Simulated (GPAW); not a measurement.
# Settings that the conductance of a Li chain with one S atom in line needs

Wanted: a convergence study of zero-bias transport through a Li chain with one S atom in line, with run times.

Main program and level: GPAW 26.7.0; GPAW LCAO, PAW setups; Landauer transmission from Green's functions with principal layers (ASE), zero bias.

### Step 1. The starting structure

The cell holds 11 atoms: 10 Li and 1 S. Cell: a = 9.000 Å, b = 9.000 Å, c = 31.212 Å, α = 90.0°, β = 90.0°, γ = 90.0°. Regions: left lead, 5 atoms (5 Li); channel, 1 atom (1 S); right lead, 5 atoms (5 Li). Vacuum lies along a and b. The structure is stacked along c, and the current runs across the ab planes.

### Step 2. The reference run

All settings start at ordinary values; they are then varied in turn, with meshes following the cell where its length changes.

Contents of run.py:

```python
import json
import numpy as np
from ase import Atoms
from ase.transport.calculators import TransportCalculator
from gpaw import GPAW, FermiDirac
from gpaw.lcao.tools import get_lcao_hamiltonian
from scipy.linalg import eigh

# The junction with lead layers at both ends, along the third cell vector
device = Atoms(
    ['Li', 'Li', 'Li', 'Li', 'Li', 'S', 'Li', 'Li', 'Li', 'Li', 'Li'],
    positions=[
        [4.50000, 4.50000, 1.47500],
        [4.50000, 4.50000, 4.42500],
        [4.50000, 4.50000, 7.37500],
        [4.50000, 4.50000, 10.32500],
        [4.50000, 4.50000, 13.27500],
        [4.50000, 4.50000, 15.60600],
        [4.50000, 4.50000, 17.93700],
        [4.50000, 4.50000, 20.88700],
        [4.50000, 4.50000, 23.83700],
        [4.50000, 4.50000, 26.78700],
        [4.50000, 4.50000, 29.73700]],
    cell=[[9.0, 0.0, 0.0], [0.0, 9.0, 0.0], [0.0, 0.0, 31.212]],
    pbc=True)

# One principal layer of the lead: the first 3 atoms of the device
lead = Atoms(
    ['Li', 'Li', 'Li'],
    positions=[
        [4.50000, 4.50000, 1.47500],
        [4.50000, 4.50000, 4.42500],
        [4.50000, 4.50000, 7.37500]],
    cell=[[9.0, 0.0, 0.0], [0.0, 9.0, 0.0], [0.0, 0.0, 8.85]],
    pbc=True)

settings = dict(mode='lcao', basis='szp(dzp)', xc='LDA', h=0.2,
                occupations=FermiDirac(0.1), maxiter=250,
                mixer=dict(beta=0.1, nmaxold=8, weight=100.0),
                convergence=dict(density=0.0001))
energies = np.arange(-2, 2 + 1e-9, 0.05)
eta = 0.0001
n1, n2 = 1, 1
# k and -k transmit alike, so half of the mesh across the current serves
mesh = [(i, j) for i in range(n1) for j in range(n2) if (i, j) <= (-i % n1, -j % n2)]
weights = np.array([1 if (i, j) == (-i % n1, -j % n2) else 2 for i, j in mesh]) / (n1 * n2)

# [... helper functions left out ...]
fermi_lead = ground_state(lead, (1, 1, 13), 'lead.txt')
fermi_device = ground_state(device, (1, 1, 3), 'device.txt')
# [... loop over the mesh left out, but for ...]
        # Shift the lead onto the potential of the device's first layer
        shift = ((H[:, 0, 0] - H0[:, 0, 0]) / S0[0, 0]).real.mean()
# [...]
kT = 8.617333e-5 * 200
bias = [0.1, 0.2, 0.5, 1.0, 1.5, 2.0]
# [... integrals and printing left out ...]
```

The run is started by

```console
> OMP_NUM_THREADS=1 OPENBLAS_NUM_THREADS=1 python run.py
```

The program printed:

```text
basis functions: device 49, principal layer 12
Fermi level: lead -2.8598 eV, device -2.9192 eV; lead shifted by 0.0013 eV
largest coupling past the next layer 5.67e-09 eV, largest misfit of the first layer 0.031 eV
  E-E_F (eV)   T (one spin)  channels
    -2.000    4.8103e-20    0.0000
    -1.950    5.0537e-20    0.0000
    -1.900    5.4339e-20    0.0000
    -1.850    6.0407e-20    0.0000
    -1.800    7.0574e-20    0.0000
    -1.750    8.9172e-20    0.0000
    -1.700    1.2890e-19    0.0000
    -1.650    2.4394e-19    0.0000
    -1.600    9.9655e-19    0.0000
    -1.550    7.2384e-18    0.0000
    -1.500    2.0092e-19    0.0000
    -1.450    4.2155e-20    0.0000
    -1.400    1.1195e-20    0.0000
    -1.350    3.8225e-22    0.0000
    -1.300   -5.3657e-21    0.0000
    -1.250   -8.9500e-21    0.0000
[...]
1.650    5.0818e-03    1.0000
     1.700    5.1628e-03    1.0000
     1.750    5.2096e-03    1.0000
     1.800    5.2058e-03    1.0000
     1.850    5.1310e-03    1.0000
     1.900    4.9604e-03    1.0000
     1.950    4.6636e-03    1.0000
     2.000    4.2047e-03    1.0000
conductance at 200 K: 0.0088153 G0 a cell; thermopower 7.397 uV/K
current from the zero-bias T(E) at 0.1 V: 0.068282 uA
current from the zero-bias T(E) at 0.2 V: 0.13642 uA
current from the zero-bias T(E) at 0.5 V: 0.33541 uA
current from the zero-bias T(E) at 1.0 V: 0.59737 uA
current from the zero-bias T(E) at 1.5 V: 0.72859 uA
current from the zero-bias T(E) at 2.0 V: 0.80992 uA
```

Run time: 49 s. Hardware: 1 thread of Arm Neoverse V1, shared host; peak memory 0.91 GiB.

Numbers from this step:

```yaml
conductance: 0.008815 G₀
thermopower: 7.397 μV/K
largest_coupling_past_the_next_principal_layer: 5.67e-9 eV
largest_misfit_of_the_first_principal_layer: 0.03105 eV
shift_that_aligns_the_lead: 0.001288 eV
basis_functions_of_the_junction: 49
basis_functions_of_a_principal_layer: 12
transmission_at_the_fermi_level_one_spin: 0.008822
open_channels_of_the_lead_at_the_fermi_level_one_spin: 1
```

One spin. Table of transmission, zone mean by energy, zero at the Fermi level:

```
energy (eV)  transmission, zone mean
      -2.00                        0
      -1.85                        0
      -1.70                        0
      -1.60                        0
      -1.45                        0
      -1.30                        0
      -1.15                        0
      -1.05                        0
      -0.90                        0
      -0.75                  4.4e-11
      -0.60                  0.00278
      -0.50                  0.00543
      -0.35                  0.00902
      -0.20                   0.0106
      -0.05                  0.00950
       0.00                  0.00882
       0.05                  0.00814
       0.20                  0.00642
       0.35                  0.00534
       0.50                  0.00474
       0.60                  0.00451
       0.75                  0.00429
       0.90                  0.00417
       1.05                  0.00414
       1.15                  0.00419
       1.30                  0.00435
       1.45                  0.00464
       1.60                  0.00498
       1.70                  0.00516
       1.75                  0.00521
       1.85                  0.00513
       2.00                  0.00420
```

Crossings of the lead's bands, unfolded to its shortest repeat. Open channels, zone mean against energy, zero at the Fermi level:

energy (eV), open channels, zone mean and a bar:
```
    -2.00       0.00 
    -1.85       0.00 
    -1.70       0.00 
    -1.60       0.00 
    -1.45       0.00 
    -1.30       0.00 
    -1.15       0.00 
    -1.05       0.00 
    -0.90       0.00 
    -0.75       0.00 
    -0.60       1.00 ##############################
    -0.50       1.00 ##############################
    -0.35       1.00 ##############################
    -0.20       1.00 ##############################
    -0.05       1.00 ##############################
     0.00       1.00 ##############################
     0.05       1.00 ##############################
     0.20       1.00 ##############################
     0.35       1.00 ##############################
     0.50       1.00 ##############################
     0.60       1.00 ##############################
     0.75       1.00 ##############################
     0.90       1.00 ##############################
     1.05       1.00 ##############################
     1.15       1.00 ##############################
     1.30       1.00 ##############################
     1.45       1.00 ##############################
     1.60       1.00 ##############################
     1.70       1.00 ##############################
     1.85       1.00 ##############################
     2.00       1.00 ##############################
```

Not self-consistent under bias; the bias window is split evenly. Current through one cell, from the zero-bias transmission against bias:

```csv
bias (V),"current through one cell, from the zero-bias transmission (μA)"
0.100,0.0683
0.200,0.136
0.500,0.335
1.000,0.597
1.500,0.729
2.000,0.810
```

Couplings past the next layer reach 5.7e-9 eV, small enough to drop; the matrix elements of the cell's first layer differ from the bulk lead's by up to 0.031 eV. That layer keeps its own values in the calculation, and only beyond it is the lead taken as perfect. The Fermi levels of lead and junction count from different zeros of potential, one for each periodic cell; with both set to zero, the small remaining shift is what aligns them. By hand: G = 0.008815 × 77.48 μS = 0.683 μS, a resistance of 1464 kΩ; at 0.1 V a linear junction would pass 0.0683 μA, and the integral over the bias window gives 0.0683 μA. Mott's formula, S = -(π²/3)(k_B²T/e) d ln T/dE, has the prefactor 4.89 μV/K·eV at 200 K; T = 0.009497 at -0.05 eV and 0.008140 at 0.05 eV give a slope of -1.54 per eV and S = 7.53 μV/K, beside 7.40 μV/K from the thermal integral, which interpolates the same grid.

### Step 3. Varying the smearing: width = 0.01

Smearing helps the SCF of a metal converge, but it blurs occupations at band edges near the Fermi level.

Edit run.py of step 2 so:

```diff
@@ -37,3 +37,3 @@
 settings = dict(mode='lcao', basis='szp(dzp)', xc='LDA', h=0.2,
-                occupations=FermiDirac(0.1), maxiter=250,
+                occupations=FermiDirac(0.01), maxiter=250,
                 mixer=dict(beta=0.1, nmaxold=8, weight=100.0),
```

The program printed:

```text
basis functions: device 49, principal layer 12
Fermi level: lead -2.8497 eV, device -2.9132 eV; lead shifted by -0.0148 eV
largest coupling past the next layer 5.66e-09 eV, largest misfit of the first layer 0.045 eV
  E-E_F (eV)   T (one spin)  channels
    -2.000    4.0431e-20    0.0000
    -1.950    4.0970e-20    0.0000
    -1.900    4.2007e-20    0.0000
    -1.850    4.3772e-20    0.0000
    -1.800    4.6653e-20    0.0000
    -1.750    5.1352e-20    0.0000
    -1.700    5.9271e-20    0.0000
    -1.650    7.3585e-20    0.0000
    -1.600    1.0301e-19    0.0000
    -1.550    1.8035e-19    0.0000
    -1.500    5.4573e-19    0.0000
    -1.450    7.7485e-16    0.0000
    -1.400    3.0713e-19    0.0000
    -1.350    3.5387e-20    0.0000
    -1.300   -7.1318e-21    0.0000
    -1.250   -1.7142e-20    0.0000
[...]
1.650    4.5091e-03    1.0000
     1.700    4.6023e-03    1.0000
     1.750    4.6642e-03    1.0000
     1.800    4.6741e-03    1.0000
     1.850    4.6063e-03    1.0000
     1.900    4.4292e-03    1.0000
     1.950    4.1055e-03    1.0000
     2.000    3.5924e-03    1.0000
conductance at 200 K: 0.010024 G0 a cell; thermopower 12.43 uV/K
current from the zero-bias T(E) at 0.1 V: 0.077739 uA
current from the zero-bias T(E) at 0.2 V: 0.15579 uA
current from the zero-bias T(E) at 0.5 V: 0.38421 uA
current from the zero-bias T(E) at 1.0 V: 0.66249 uA
current from the zero-bias T(E) at 1.5 V: 0.80161 uA
current from the zero-bias T(E) at 2.0 V: 0.88277 uA
```

Wall time 68 s (1 thread); peak memory 0.91 GiB.

This step gave:

| Quantity | Value |
| --- | --- |
| conductance | 0.01002 G₀ |
| thermopower | 12.43 μV/K |
| largest coupling past the next principal layer | 5.66e-9 eV |
| largest misfit of the first principal layer | 0.04493 eV |
| shift that aligns the lead | -0.01477 eV |
| transmission at the Fermi level (one spin) | 0.01002 |

One spin. Transmission, zone mean against energy, zero at the Fermi level:

energy (eV), transmission, zone mean and a bar:
```
    -2.00     0.0000 
    -1.85     0.0000 
    -1.70     0.0000 
    -1.60     0.0000 
    -1.45     0.0000 
    -1.30     0.0000 
    -1.15     0.0000 
    -1.05     0.0000 
    -0.90     0.0000 
    -0.75     0.0001 
    -0.60     0.0034 ########
    -0.50     0.0059 #############
    -0.35     0.0102 #######################
    -0.20     0.0136 ##############################
    -0.05     0.0114 #########################
     0.00     0.0100 ######################
     0.05     0.0088 ###################
     0.20     0.0061 #############
     0.35     0.0049 ###########
     0.50     0.0044 ##########
     0.60     0.0044 ##########
     0.75     0.0043 #########
     0.90     0.0042 #########
     1.05     0.0040 #########
     1.15     0.0039 #########
     1.30     0.0039 #########
     1.45     0.0041 #########
     1.60     0.0044 ##########
     1.70     0.0046 ##########
     1.85     0.0046 ##########
     2.00     0.0036 ########
```

Crossings of the lead's bands, unfolded to its shortest repeat. The open channels, zone mean by energy, zero at the Fermi level:

| energy (eV) | open channels, zone mean |
| --- | --- |
| -2.00 | 0 |
| -1.90 | 0 |
| -1.80 | 0 |
| -1.70 | 0 |
| -1.55 | 0 |
| -1.45 | 0 |
| -1.35 | 0 |
| -1.25 | 0 |
| -1.15 | 0 |
| -1.05 | 0 |
| -0.90 | 0 |
| -0.80 | 0 |
| -0.70 | 1 |
| -0.60 | 1 |
| -0.50 | 1 |
| -0.40 | 1 |
| -0.25 | 1 |
| -0.15 | 1 |
| -0.05 | 1 |
| 0.00 | 1 |
| 0.05 | 1 |
| 0.15 | 1 |
| 0.25 | 1 |
| 0.40 | 1 |
| 0.50 | 1 |
| 0.60 | 1 |
| 0.70 | 1 |
| 0.80 | 1 |
| 0.90 | 1 |
| 1.05 | 1 |
| 1.15 | 1 |
| 1.25 | 1 |
| 1.35 | 1 |
| 1.45 | 1 |
| 1.55 | 1 |
| 1.70 | 1 |
| 1.80 | 1 |
| 1.90 | 1 |
| 2.00 | 1 |

Not self-consistent under bias; the bias window is split evenly. Current through one cell, from the zero-bias transmission against bias:

```
bias (V)  current through one cell, from the zero-bias transmission (μA)
   0.100                                                          0.0777
   0.200                                                           0.156
   0.500                                                           0.384
   1.000                                                           0.662
   1.500                                                           0.802
   2.000                                                           0.883
```

The conductance, 0.0100 G₀, lies 14 % above that of the base run.

### Step 4. Varying the smearing: width = 0.03

Edit run.py of step 3 so:

```diff
@@ -37,3 +37,3 @@
 settings = dict(mode='lcao', basis='szp(dzp)', xc='LDA', h=0.2,
-                occupations=FermiDirac(0.01), maxiter=250,
+                occupations=FermiDirac(0.03), maxiter=250,
                 mixer=dict(beta=0.1, nmaxold=8, weight=100.0),
```

The program printed:

```text
basis functions: device 49, principal layer 12
Fermi level: lead -2.8686 eV, device -2.9245 eV; lead shifted by -0.0170 eV
largest coupling past the next layer 5.67e-09 eV, largest misfit of the first layer 0.044 eV
  E-E_F (eV)   T (one spin)  channels
    -2.000    4.2405e-20    0.0000
    -1.950    4.3253e-20    0.0000
    -1.900    4.4711e-20    0.0000
    -1.850    4.7079e-20    0.0000
    -1.800    5.0879e-20    0.0000
    -1.750    5.7094e-20    0.0000
    -1.700    6.7797e-20    0.0000
    -1.650    8.8076e-20    0.0000
    -1.600    1.3382e-19    0.0000
    -1.550    2.8135e-19    0.0000
    -1.500    1.7176e-18    0.0000
    -1.450    1.8717e-18    0.0000
    -1.400    1.2268e-19    0.0000
    -1.350    2.0370e-20    0.0000
    -1.300   -4.5470e-21    0.0000
    -1.250   -1.3448e-20    0.0000
[...]
1.650    4.6695e-03    1.0000
     1.700    4.7756e-03    1.0000
     1.750    4.8536e-03    1.0000
     1.800    4.8839e-03    1.0000
     1.850    4.8413e-03    1.0000
     1.900    4.6954e-03    1.0000
     1.950    4.4098e-03    1.0000
     2.000    3.9425e-03    1.0000
conductance at 200 K: 0.010198 G0 a cell; thermopower 11.82 uV/K
current from the zero-bias T(E) at 0.1 V: 0.079021 uA
current from the zero-bias T(E) at 0.2 V: 0.15794 uA
current from the zero-bias T(E) at 0.5 V: 0.38374 uA
current from the zero-bias T(E) at 1.0 V: 0.64758 uA
current from the zero-bias T(E) at 1.5 V: 0.77745 uA
current from the zero-bias T(E) at 2.0 V: 0.85924 uA
```

Run time: 38 s. Hardware: 1 thread; peak memory 0.91 GiB.

Numbers from this step:

```
conductance                                    : 0.01020 G₀
thermopower                                    : 11.82 μV/K
largest coupling past the next principal layer : 5.67e-9 eV
largest misfit of the first principal layer    : 0.04428 eV
shift that aligns the lead                     : -0.01703 eV
transmission at the Fermi level (one spin)     : 0.01021
```

One spin. The transmission, zone mean by energy, zero at the Fermi level:

energy (eV), transmission, zone mean and a bar:
```
   -2.000     0.0000 
   -1.800     0.0000 
   -1.600     0.0000 
   -1.400     0.0000 
   -1.200     0.0000 
   -1.000     0.0000 
   -0.800     0.0000 
   -0.600     0.0029 #######
   -0.400     0.0079 ##################
   -0.200     0.0131 ##############################
   -0.150     0.0132 ##############################
    0.000     0.0102 #######################
    0.200     0.0062 ##############
    0.400     0.0047 ###########
    0.600     0.0044 ##########
    0.800     0.0043 ##########
    1.000     0.0041 #########
    1.200     0.0040 #########
    1.400     0.0041 #########
    1.600     0.0046 ##########
    1.800     0.0049 ###########
    2.000     0.0039 #########
```

Crossings of the lead's bands, unfolded to its shortest repeat. Table of open channels, zone mean by energy, zero at the Fermi level:

| energy (eV) | open channels, zone mean |
| --- | --- |
| -0.800 | 0 |
| -0.600 | 1 |
| -0.400 | 1 |
| -0.200 | 1 |
| 0.000 | 1 |
| 0.200 | 1 |
| 0.400 | 1 |
| 0.600 | 1 |
| 0.800 | 1 |
| 1.000 | 1 |
| 1.200 | 1 |
| 1.400 | 1 |
| 1.600 | 1 |
| 1.800 | 1 |
| 2.000 | 1 |

Not self-consistent under bias; the bias window is split evenly. Current through one cell, from the zero-bias transmission against bias:

```csv
bias (V),"current through one cell, from the zero-bias transmission (μA)"
0.100,0.0790
0.200,0.158
0.500,0.384
1.000,0.648
1.500,0.777
2.000,0.859
```

The conductance, 0.0102 G₀, lies 16 % above that of the base run.

### Step 5. Varying the smearing: width = 0.2

Edit run.py of step 4 so:

```diff
@@ -37,3 +37,3 @@
 settings = dict(mode='lcao', basis='szp(dzp)', xc='LDA', h=0.2,
-                occupations=FermiDirac(0.03), maxiter=250,
+                occupations=FermiDirac(0.2), maxiter=250,
                 mixer=dict(beta=0.1, nmaxold=8, weight=100.0),
```

The program printed:

```text
basis functions: device 49, principal layer 12
Fermi level: lead -2.8053 eV, device -2.8548 eV; lead shifted by -0.0003 eV
largest coupling past the next layer 5.64e-09 eV, largest misfit of the first layer 0.012 eV
  E-E_F (eV)   T (one spin)  channels
    -2.000    6.1255e-20    0.0000
    -1.950    6.9745e-20    0.0000
    -1.900    8.4412e-20    0.0000
[...]
1.950    4.3903e-03    1.0000
     2.000    3.7381e-03    1.0000
conductance at 200 K: 0.0072617 G0 a cell; thermopower 3.175 uV/K
current from the zero-bias T(E) at 0.1 V: 0.056242 uA
current from the zero-bias T(E) at 0.2 V: 0.11236 uA
current from the zero-bias T(E) at 0.5 V: 0.27832 uA
current from the zero-bias T(E) at 1.0 V: 0.52923 uA
current from the zero-bias T(E) at 1.5 V: 0.69154 uA
current from the zero-bias T(E) at 2.0 V: 0.77722 uA
```

The job ended after 21 s (1 thread; peak memory 0.91 GiB).

One spin. Table of transmission, zone mean by energy, zero at the Fermi level:

```csv
energy (eV),"transmission, zone mean"
-2.00,0
-1.90,0
-1.80,0
-1.70,0
-1.55,0
-1.45,0
-1.35,0
-1.25,0
-1.15,0
-1.05,0
-0.90,0
-0.80,1.7e-11
-0.70,0.00185
-0.60,0.00450
-0.50,0.00645
-0.40,0.00750
-0.25,0.00802
-0.15,0.00787
-0.05,0.00750
0.00,0.00727
0.05,0.00702
0.15,0.00651
0.25,0.00602
0.40,0.00538
0.50,0.00502
0.60,0.00475
0.70,0.00454
0.80,0.00441
0.90,0.00434
1.05,0.00437
1.15,0.00446
1.25,0.00461
1.35,0.00482
1.45,0.00504
1.55,0.00526
1.70,0.00545
1.80,0.00534
1.90,0.00485
2.00,0.00374
```

The conductance, 0.00726 G₀, lies 18 % below that of the base run.

### Step 6. Smearing: width = 0.4

Edit run.py of step 5 so:

```diff
@@ -37,3 +37,3 @@
 settings = dict(mode='lcao', basis='szp(dzp)', xc='LDA', h=0.2,
-                occupations=FermiDirac(0.2), maxiter=250,
+                occupations=FermiDirac(0.4), maxiter=250,
                 mixer=dict(beta=0.1, nmaxold=8, weight=100.0),
```

The program printed:

```text
basis functions: device 49, principal layer 12
Fermi level: lead -2.6767 eV, device -2.7278 eV; lead shifted by 0.0008 eV
largest coupling past the next layer 5.58e-09 eV, largest misfit of the first layer 0.008 eV
  E-E_F (eV)   T (one spin)  channels
    -2.000    3.8210e-19    0.0000
    -1.950    2.5318e-18    0.0000
    -1.900    1.8341e-18    0.0000
[...]
1.950    3.6222e-03    1.0000
     2.000    2.3916e-03    1.0000
conductance at 200 K: 0.0063672 G0 a cell; thermopower 0.7011 uV/K
current from the zero-bias T(E) at 0.1 V: 0.049302 uA
current from the zero-bias T(E) at 0.2 V: 0.098419 uA
current from the zero-bias T(E) at 0.5 V: 0.24284 uA
current from the zero-bias T(E) at 1.0 V: 0.46376 uA
current from the zero-bias T(E) at 1.5 V: 0.64157 uA
current from the zero-bias T(E) at 2.0 V: 0.75069 uA
```

The job ended after 20 s (1 thread; peak memory 0.91 GiB).

The conductance, 0.00637 G₀, lies 28 % below that of the base run.

### Step 7. Convergence in the smearing

The runs and the base run on one axis.

This step: convergence of the conductance (GPAW 26.7.0).

Table of conductance by smearing:

```
smearing (eV)  conductance (G₀)
        0.010            0.0100
        0.030            0.0102
        0.100           0.00882
        0.200           0.00726
        0.400           0.00637
```

(Continued in part 2 of 4.)

[Logs are printed without paths, hosts, clocks, repeated set-up lines and the standing remarks that a program may print on its own settings, such as how far it seeks lower states.]

[Hosts, paths, dates, database ids (printed as entryN), source tags and the programs' standing remarks are cut or masked in the printed files.]
